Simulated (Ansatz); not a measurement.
# Te2Pb (model cell, started as rutile): following an unstable mode, part 2 of 2

Aim: this structure of Te2Pb (model cell, started as rutile) is to be tested for unstable modes, and one is followed downhill.

Ansatz 0.2.0; DFT PBEsol, scalar-relativistic, plane waves, PAW.

So far. Step 4 (The mode frozen in, largest atomic shift 0.45 Å): The run ends at a pressure of -0.78 GPa, with forces up to 0.59 eV/Å. Step 5 (Energy along the mode, all amplitudes (two of the runs …): The lowest step is at 0.45 Å, 58.3 meV/atom below the parent, and the energy rises beyond it.

The structure was built from a prototype and need not be the compound's stable phase.

## (6) Relaxation from the frozen mode

Starting from the lowest point found, all atoms and the cell are let go, so that strain and other modes of the same symmetry can join in.

Input file input.yaml:

```yaml
crystal:
  lattice:
    - [6.2837440113, 0.0, 0.0]
    - [0.0, 6.2837440113, 0.0]
    - [0.0, 0.0, 5.7309201388]
  atoms:
    - { symbol: Pb, position: [0.0, 0.0, 0.0] }
    - { symbol: Pb, position: [0.5, 0.5, 0.5] }
    - { symbol: Te, position: [0.2884804616, 0.3897570416, 0.0] }
    - { symbol: Te, position: [0.7115195384, 0.6102429584, 0.0] }
    - { symbol: Te, position: [0.8897570416, 0.2115195384, 0.5] }
    - { symbol: Te, position: [0.1102429584, 0.7884804616, 0.5] }
kpoints:
  mp_grid: { grid: [6, 6, 8] }
hamiltonian:
  xc: pbesol
scf:
  occupations: { method: methfessel_paxton, width: 0.2 }
output:
  forces: true
  stress: true
  eigenvalues: true
relax:
  adjacent_minimum: "off"
  f_tol: 0.002
  max_steps: 120
  cell: { stress_tol: 0.03 }
```

Run with:

```bash
$ ansatz run input.yaml --threads 8 --pin off --max-ram 14336MiB --backend cpu --events-out ev --progress --plain --runs-dir out
```

Output:

```text
[...]
Crystal: 6 atoms, lattice volume = 226.288 Å³
Basis set: ecut = 420 eV, 4431 PW (Γ), exchange–correlation on 90×90×80 points (8 copies of the dense FFT grid, shifted against one another)
Bands: 56, of which v1, the nominal top of the filled ones, is band 46 counted from 1 (45 counted from 0)
Symmetry: 8 space group operations
[...]
k-points: 55 of 288
[...]
SCF iter   1: F=—  HF=-51115.272587 eV  |F-HF|=—  |Δ(HF+E_count)|=         —  Δρ=2.59e-3  dr2=2.31e-2  ethr=1.77e-3  ⟨swp⟩=8.3  Hψ=12831  notcnv=0
[...]
SCF iter   7: F=-51115.263633 eV  HF=-51115.263633 eV  |F-HF|=8.01e-9  |Δ(HF+E_count)|=   4.00e-8  S|Δr|=    0.00e0  Δρ=2.29e-6  dr2=1.57e-8  ethr=1.09e-10  ⟨swp⟩=10.9  Hψ=14197  notcnv=0
SCF 1 converged in 7 iterations: F = -51115.263633 eV  dr2 = 1.57e-8
[...]
relax step   1: F+E_penalty+E_count = -51115.26363319 eV  Δ(F+E_penalty+E_count) = +0.000e0 eV  max|allowed force component| = 4.547e-1 eV/Å  Δτ_max = 0.0000 Å  P = -0.783 GPa  Ω = 226.288 Å³  (7 SCF iters, dr2 threshold 1.00e-7 eV, accepted)
Crystal: 6 atoms, lattice volume = 217.942 Å³
Basis set: ecut = 420 eV, 4239 PW (Γ), exchange–correlation on 90×90×80 points (8 copies of the dense FFT grid, shifted against one another)
[...]
iter 1 solved again at ethr=4.91e-5 eV; its pass at ethr=3.10e-3 eV (dr2=4.51e-2 eV) is discarded
[...]
SCF iter   6: F=-51115.469399 eV  HF=-51115.469399 eV  |F-HF|=1.17e-7  |Δ(HF+E_count)|=   2.08e-6  S|Δr|=    0.00e0  Δρ=8.35e-6  dr2=1.87e-7  ethr=6.52e-10  ⟨swp⟩=7.0  Hψ=16410  notcnv=0
SCF 2 converged in 6 iterations: F = -51115.469399 eV  dr2 = 1.87e-7
relax step   2: F+E_penalty+E_count = -51115.46939911 eV  Δ(F+E_penalty+E_count) = -2.058e-1 eV  max|allowed force component| = 1.243e-1 eV/Å  Δτ_max = 0.1805 Å  P = +1.024 GPa  Ω = 217.942 Å³  energy of the carried Pulay correction = +1.127e-3 eV  (6 SCF iters, dr2 threshold 6.00e-7 eV, accepted)
Crystal: 6 atoms, lattice volume = 222.221 Å³
Basis set: ecut = 420 eV, 4367 PW (Γ), exchange–correlation on 90×90×80 points (8 copies of the dense FFT grid, shifted against one another)
[...]
SCF iter   6: F=-51115.517722 eV  HF=-51115.517722 eV  |F-HF|=3.07e-8  |Δ(HF+E_count)|=   1.65e-7  S|Δr|=    0.00e0  Δρ=5.04e-6  dr2=3.48e-8  ethr=6.52e-10  ⟨swp⟩=8.3  Hψ=13542  notcnv=0
SCF 3 converged in 6 iterations: F = -51115.517722 eV  dr2 = 3.48e-8
[...]
relax step   3: F+E_penalty+E_count = -51115.51772173 eV  Δ(F+E_penalty+E_count) = -4.832e-2 eV  max|allowed force component| = 2.060e-1 eV/Å  Δτ_max = 0.0937 Å  P = +0.591 GPa  Ω = 222.221 Å³  energy of the carried Pulay correction = +5.403e-4 eV  (6 SCF iters, dr2 threshold 6.00e-7 eV, accepted)
[...]
relax step   4: F+E_penalty+E_count = -51115.52780486 eV  Δ(F+E_penalty+E_count) = -1.008e-2 eV  max|allowed force component| = 1.989e-2 eV/Å  Δτ_max = 0.0135 Å  P = +0.000 GPa  Ω = 224.663 Å³  energy of the carried Pulay correction = +2.139e-4 eV  (5 SCF iters, dr2 threshold 6.00e-7 eV, accepted)
[...]
relax step   5: F+E_penalty+E_count = -51115.52883695 eV  Δ(F+E_penalty+E_count) = -1.032e-3 eV  max|allowed force component| = 9.541e-3 eV/Å  Δτ_max = 0.0149 Å  P = -0.037 GPa  Ω = 224.519 Å³  energy of the carried Pulay correction = +2.329e-4 eV  (6 SCF iters, dr2 threshold 8.82e-8 eV, accepted)
[...]
relax step   6: F+E_penalty+E_count = -51115.52886518 eV  Δ(F+E_penalty+E_count) = -2.823e-5 eV  max|allowed force component| = 7.267e-3 eV/Å  Δτ_max = 0.0091 Å  P = -0.020 GPa  Ω = 224.360 Å³  energy of the carried Pulay correction = +2.540e-4 eV  (5 SCF iters, dr2 threshold 5.91e-9 eV, accepted)
[...]
relax step   7: F+E_penalty+E_count = -51115.52896820 eV  Δ(F+E_penalty+E_count) = -1.030e-4 eV  max|allowed force component| = 1.319e-3 eV/Å  Δτ_max = 0.0058 Å  P = -0.003 GPa  Ω = 224.236 Å³  energy of the carried Pulay correction = +2.706e-4 eV  (6 SCF iters, dr2 threshold 7.26e-9 eV, accepted)
[...]
SCF iter   7: F=-51115.528652 eV  HF=-51115.528652 eV  |F-HF|=1.46e-11  |Δ(HF+E_count)|=  7.28e-12  S|Δr|=    0.00e0  Δρ=1.54e-8  dr2=7.67e-13  ethr=1.00e-12  ⟨swp⟩=8.1  Hψ=15134  notcnv=0
SCF 8 converged in 7 iterations: F = -51115.528652 eV  dr2 = 7.67e-13
relax step   8: F+E_penalty+E_count = -51115.52865152 eV  Δ(F+E_penalty+E_count) = +3.167e-4 eV  max|allowed force component| = 1.373e-3 eV/Å  Δτ_max = 0.0000 Å  P = -0.004 GPa  Ω = 224.236 Å³  stress off target by 9.05e-3 GPa  SCF on the basis re-selected at this cell (its energy is not comparable with the rows above)  (7 SCF iters)
basis re-selected at this cell: Δ(F+E_penalty+E_count) = +3.167e-4 eV, ΔP = -0.001 GPa vs the last step (what re-selecting the basis moved, of the pressure what is left beyond the Pulay correction that the steps carried, after the strain that the cell walked since its last selection, with what the two solves' SCF thresholds leave and, on support functions, any second-order correction that the steps lacked; it is no m [...]
SCF converged after 7 iterations
[...]
Free energy (F): -51115.528652 eV
[...]
Internal energy: -51115.530243 eV  (E = F + TS)
E sigma→0 (E₀):  -51115.529049 eV
Entropy (-TS):   0.001592 eV (0.265 meV/atom)
Fermi energy:    7.463236 eV
[...]
--- Forces (eV/Å), atoms counted from 1 ---
  atom   1  Pb    -0.00000000    -0.00000000    -0.00000000
  atom   2  Pb     0.00000000     0.00000000     0.00000000
  atom   3  Te    -0.00137294    -0.00013930     0.00000000
  atom   4  Te     0.00137294     0.00013930    -0.00000000
  atom   5  Te    -0.00013930     0.00137294     0.00000000
  atom   6  Te     0.00013930    -0.00137294    -0.00000000
  max |Σ_I F_I| component: 8.67e-19 eV/Å
--- Stress (GPa, compression-positive) ---
       -0.001797      -0.000000       0.000000
        0.000000      -0.001797      -0.000000
        0.000000      -0.000000      -0.009051
  P = ⅓ Tr σ = -0.0042 GPa (-0.042 kbar)
--- Band table (eV; the first three rows and the last of 55) ---
  k-point 0: bands = [... 42 lower, 6.0752, 6.4378, 6.4378, 7.1159, 7.4316, 7.4316, 9.2679, 9.2679, ... 6 higher]
  k-point 1: bands = [... 42 lower, 6.1070, 6.3985, 6.3985, 7.0551, 7.7160, 7.7160, 9.1644, 9.1644, ... 6 higher]
  k-point 2: bands = [... 42 lower, 6.2344, 6.4322, 6.4322, 6.9310, 8.1274, 8.1274, 9.0904, 9.0904, ... 6 higher]
  k-point 54: bands = [... 42 lower, 6.4628, 6.4628, 7.3913, 7.3913, 7.5912, 7.5912, 8.9758, 8.9758, ... 6 higher]
--- Relaxed structure (7 steps of the walk, 7 accepted, 1 SCFs on fresh bases) ---
  F+E_penalty+E_count = -51115.52865152 eV   max|allowed force component| = 1.373e-3 eV/Å   (the final SCF, on the basis selected at the relaxed cell)
  cell:  # Å, volume = 224.2360 Å³
    - [6.148454, 0, 0]
    - [0, 6.148454, 0]
    - [0, 0, 5.931622]
  atoms:
    - { symbol: Pb, position: [0, -3.105734e-19, 0] }
    - { symbol: Pb, position: [0.500000, 0.500000, 0.5] }
    - { symbol: Te, position: [0.279835, 0.434002, 0] }
    - { symbol: Te, position: [0.720165, 0.565998, 0] }
    - { symbol: Te, position: [0.934002, 0.220165, 0.5] }
    - { symbol: Te, position: [0.065998, 0.779835, 0.5] }
```

It took 49 s on 8 threads of Arm Neoverse V2, shared host; peak memory 1.2 GiB.

Step by step:

```tsv
step	energy less that of the first step (eV)	largest force component (eV/Å)	pressure (GPa)	volume (Å³)
1	0.0000	0.4547	-0.78	226.29
2	-0.2058	0.1243	1.02	217.94
3	-0.2541	0.2060	0.59	222.22
4	-0.2642	0.0199	0.00	224.66
5	-0.2652	0.0095	-0.04	224.52
6	-0.2652	0.0073	-0.02	224.36
7	-0.2653	0.0013	0.00	224.24
8*	-0.2650	0.0014	0.00	224.24
```

Relaxation steps marked * repeat the geometry before them on a plane-wave basis chosen anew for their cell, so energy and pressure can jump there.

The run keeps the 8 symmetry operations that the program found, so distortions that break them were not tested.

```tsv
conventional cell, symmetrised	before	after	change
a (Å)	6.284	6.148	-2.2 %
b (Å)	6.284	6.148	-2.2 %
c (Å)	5.731	5.932	+3.5 %
volume (Å³/atom)	37.71	37.37	-0.9 %
```

The atoms that moved most (Å, as changes of fractional coordinates times the final cell):

```tsv
atom	dx	dy	dz	length
Te4	0.053	-0.272	0.000	0.277
Te3	-0.053	0.272	0.000	0.277
Te6	-0.272	-0.053	0.000	0.277
Te5	0.272	0.053	0.000	0.277
```

The relaxed structure:

```xyz
6
Lattice="6.1485 0.0000 0.0000 0.0000 6.1485 0.0000 0.0000 0.0000 5.9316" Properties=species:S:1:pos:R:3 pbc="T T T"
Pb    0.0000    0.0000    0.0000
Pb    3.0742    3.0742    2.9658
Te    1.7206    2.6684    0.0000
Te    4.4279    3.4800    0.0000
Te    5.7427    1.3537    2.9658
Te    0.4058    4.7948    2.9658
```

This step gave:

- pressure: -0.004215 GPa
- volume per atom: 37.37 Å³

The distorted start has space group P4_2/m; the relaxation ends in P4_2/m.

## (7) The new phase in its own primitive cell

The relaxed structure is symmetrised, reduced to its primitive cell and relaxed tightly, as its phonons need.

Input file input.yaml:

```yaml
crystal:
  lattice:
    - [6.1484539519, 0.0, 0.0]
    - [0.0, 6.1484539519, 0.0]
    - [0.0, 0.0, 5.931621851]
  atoms:
    - { symbol: Pb, position: [0.0, 0.5, 0.0] }
    - { symbol: Pb, position: [0.5, 0.0, 0.5] }
    - { symbol: Te, position: [0.2798354826, 0.9340024424, 0.0] }
    - { symbol: Te, position: [0.7201645174, 0.0659975576, 0.0] }
    - { symbol: Te, position: [0.9340024424, 0.7201645174, 0.5] }
    - { symbol: Te, position: [0.0659975576, 0.2798354826, 0.5] }
kpoints:
  mp_grid: { grid: [6, 6, 6] }
hamiltonian:
  xc: pbesol
scf:
  occupations: { method: methfessel_paxton, width: 0.2 }
output:
  forces: true
  stress: true
  eigenvalues: true
relax:
  adjacent_minimum: "off"
  f_tol: 0.001
  max_steps: 60
  cell: { stress_tol: 0.01 }
```

Output:

```text
[...]
Crystal: 6 atoms, lattice volume = 224.236 Å³
Basis set: ecut = 420 eV, 4383 PW (Γ), exchange–correlation on 90×90×80 points (8 copies of the dense FFT grid, shifted against one another)
Bands: 56, of which v1, the nominal top of the filled ones, is band 46 counted from 1 (45 counted from 0)
Symmetry: 8 space group operations
[...]
k-points: 44 of 216
[...]
cell:  # Å, volume = 224.1232 Å³
    - [6.149104, 0, 0]
    - [0, 6.149104, 0]
    - [0, 0, 5.927386]
  atoms:
    - { symbol: Pb, position: [0, 0.5, 0] }
    - { symbol: Pb, position: [0.5, 0, 0.5] }
    - { symbol: Te, position: [0.279994, 0.933441, 0] }
    - { symbol: Te, position: [0.720006, 0.066559, 0] }
    - { symbol: Te, position: [0.933441, 0.720006, 0.5] }
    - { symbol: Te, position: [0.066559, 0.279994, 0.5] }
[key lines of the parts left out:]
SCF converged after 6 iterations
Free energy (F): -51115.530686 eV
Fermi energy:    7.461572 eV
P = ⅓ Tr σ = 0.0020 GPa (0.020 kbar)
```

Wall time 24 s (8 threads); peak memory 1.1 GiB; 3.1 min of CPU time.

Little changed from the start: no atom moved by 0.005 Å and no cell edge by 0.1 %.

Read from the output:

```yaml
pressure: 0.002048 GPa
volume_per_atom: 37.35 Å³
```

The largest force component left is 0.23 meV/Å and the pressure is 0.002 GPa, within the tolerances set. The cell now holds 37.35 Å³/atom.

## (8) Modes of the new phase, k-mesh 6×6×6

A relaxed structure may still be a saddle point, so its zone-centre modes are computed. No field response is asked, since the mesh shows no gap.

Input file input.yaml:

```yaml
crystal:
  lattice:
    - [6.1491035575, 0.0, 0.0]
    - [0.0, 6.1491035575, 0.0]
    - [0.0, 0.0, 5.927385685]
  atoms:
    - { symbol: Pb, position: [0.0, 0.5, 0.0] }
    - { symbol: Pb, position: [0.5, 0.0, 0.5] }
    - { symbol: Te, position: [0.2799936049, 0.9334410623, 0.0] }
    - { symbol: Te, position: [0.7200063951, 0.0665589377, 0.0] }
    - { symbol: Te, position: [0.9334410623, 0.7200063951, 0.5] }
    - { symbol: Te, position: [0.0665589377, 0.2799936049, 0.5] }
kpoints:
  mp_grid: { grid: [6, 6, 6] }
hamiltonian:
  xc: pbesol
scf:
  occupations: { method: methfessel_paxton, width: 0.2 }
output:
  eigenvalues: true
phonons:
  method: dfpt
```

Output:

```text
[...]
Crystal: 6 atoms, lattice volume = 224.123 Å³
Basis set: ecut = 420 eV, 4383 PW (Γ), exchange–correlation on 90×90×80 points (8 copies of the dense FFT grid, shifted against one another)
Bands: 56, of which v1, the nominal top of the filled ones, is band 46 counted from 1 (45 counted from 0)
Symmetry: 8 space group operations
k-points: 80 of 216 (irreducible under 2 space group operations, time reversal used)
[...]
SCF iter   1: F=—  HF=-51115.540106 eV  |F-HF|=—  |Δ(HF+E_count)|=         —  Δρ=2.80e-3  dr2=2.44e-2  ethr=1.77e-3  ⟨swp⟩=9.2  Hψ=19130  notcnv=0
[...]
SCF iter  10: F=-51115.530686 eV  HF=-51115.530686 eV  |F-HF|=0.00e0  |Δ(HF+E_count)|=    0.00e0  S|Δr|=    0.00e0  Δρ=2.25e-8  dr2=1.04e-12  ethr=1.00e-12  ⟨swp⟩=12.3  Hψ=24255  notcnv=0
SCF 1 converged in 10 iterations: F = -51115.530686 eV  dr2 = 1.04e-12
[...]
SCF converged after 10 iterations
[...]
Free energy (F): -51115.530686 eV
[...]
Internal energy: -51115.530962 eV  (E = F + TS)
E sigma→0 (E₀):  -51115.530755 eV
Entropy (-TS):   0.000276 eV (0.046 meV/atom)
Fermi energy:    7.461572 eV
[...]
--- Band table (eV; the first three rows and the last of 80) ---
  k-point 0: bands = [... 42 lower, 6.0799, 6.4399, 6.4399, 7.1100, 7.4282, 7.4282, 9.2662, 9.2662, ... 6 higher]
  k-point 1: bands = [... 42 lower, 6.1401, 6.3935, 6.3935, 7.0075, 7.8782, 7.8782, 9.1086, 9.1086, ... 6 higher]
  k-point 2: bands = [... 42 lower, 6.4011, 6.5093, 6.5093, 7.0229, 8.1199, 8.1199, 9.1253, 9.3186, ... 6 higher]
  k-point 79: bands = [... 42 lower, 6.4716, 6.4716, 7.3972, 7.3972, 7.5933, 7.5933, 8.9887, 8.9887, ... 6 higher]
[...]
ASR residual: 1.106e-4 → 0.000e0 eV/Å²; symmetrization residual: 5.276e-5 eV/Å²
  ASR residual per site (eV/Å²): 5.85e-5 5.85e-5 1.11e-4 1.11e-4 1.11e-4 1.11e-4
[...]
```

The job ended after 1.9 min (8 threads; peak memory 3.5 GiB; 15 min of CPU time).

This step gave:

| Item | Value |
| --- | --- |
| sum-rule residual before enforcement | 1.11e-4 eV/Å² |
| point group | 4/m |
| highest optical mode at the zone centre (no LO-TO term) | 146.6 cm⁻¹ |
| lowest optical zone-centre mode | -20.33 cm⁻¹ |

Patterns of degenerate modes are one choice out of their space. Modes at Γ, with each element's share of the kinetic energy (negative means imaginary):

```tsv
mode	frequency (cm⁻¹)	symmetry	Pb %	Te %
1	-20.3	Au	55	45
2	-7.3	Bu	96	4
3	0.0	acoustic	45	55
4	0.0	acoustic	45	55
5	0.0	acoustic	45	55
6	22.6	Eu	59	41
7	22.6	Eu	59	41
8	40.1	Eu	49	51
9	40.1	Eu	49	51
10	41.7	Bg	0	100
11	51.0	Bu	4	96
12	55.6	Ag	0	100
13	63.9	Eg	0	100
14	63.9	Eg	0	100
15	80.7	Eu	47	53
16	80.7	Eu	47	53
17	141.6	Bg	0	100
18	146.6	Ag	0	100
```

Displacements in mode 1 (-20.3 cm⁻¹), the largest set to 1:
```
Pb1  0.00  0.00  1.00
Pb2  0.00  0.00  1.00
Te3  0.00  0.00 -0.81
Te4  0.00  0.00 -0.81
Te5  0.00  0.00 -0.81
Te6  0.00  0.00 -0.81
```

Displacements in mode 13 (63.9 cm⁻¹), the largest set to 1:
```
Pb1  0.00  0.00  0.00
Pb2  0.00  0.00  0.00
Te3  0.00  0.00 -0.26
Te4  0.00  0.00  0.26
Te5  0.00  0.00 -1.00
Te6  0.00  0.00  1.00
```

Before it was imposed, the acoustic sum rule was missed by 1.1e-4 eV/Å². Small misses are needed for a sound result but don't prove that mesh and cutoff are converged. The lowest optical mode is imaginary, 20.3i cm⁻¹, so the energy falls along it.

## (9) Results

```json
{"unstable mode of the parent": "q = (0, 0, 0), 62i cm⁻¹", "depth at the lowest point sampled": "58.3 meV/atom", "largest atomic shift at that point": "0.45 Å", "space group reached": "P4_2/m", "energy gained over the parent (first relaxation, on the mesh of the frozen mode)": "102 meV/atom", "volume per atom, phase reached": "37.4 Å³", "lowest optical zone-centre mode, phase reached": "-20.3 cm⁻¹", "highest optical mode at the zone centre (no LO-TO term), phase reached": "147 cm⁻¹"}
```

**Reading.** Along this mode the structure falls into P4_2/m, 102 meV/atom below the parent. At the parent's cell the well is 58.31 meV/atom deep on the steps tried, with its lowest point at a shift of 0.45 Å. Relaxing atoms and cell changes the gain by +44.12 meV/atom against the lowest step (energies at zero smearing). The new phase still has an imaginary mode at the zone centre of its cell, so it is a saddle point on the way to a lower structure. Of the 2 patterns followed from this parent, this one ends 169 meV/atom above the lowest, Pnnm. Each path keeps the symmetry of its pattern, so a lower phase may lie along a pattern not tried. With no gap, or one that is small against the smearing, the frequencies hang on the k mesh and the smearing, most of all near Kohn anomalies. A semilocal functional can close a gap that the real compound would have, so the metallic treatment may be an artefact of the level. Spin-orbit coupling is left out, which can matter for the heavy elements here. The starting cell was built on a prototype and not taken from a measurement, so the phase need not exist.

[Long decimals in the printed logs are rounded to 6 places.]

[Logs are printed without paths, hosts, clocks, repeated set-up lines and the standing remarks that a program may print on its own settings, such as how far it seeks lower states.]

[Hosts, paths, dates, database ids (printed as entryN), source tags and the programs' standing remarks are cut or masked in the printed files.]

[Where the starting crystal was built by hand or by swapping elements, it need not be the compound's stable phase.]
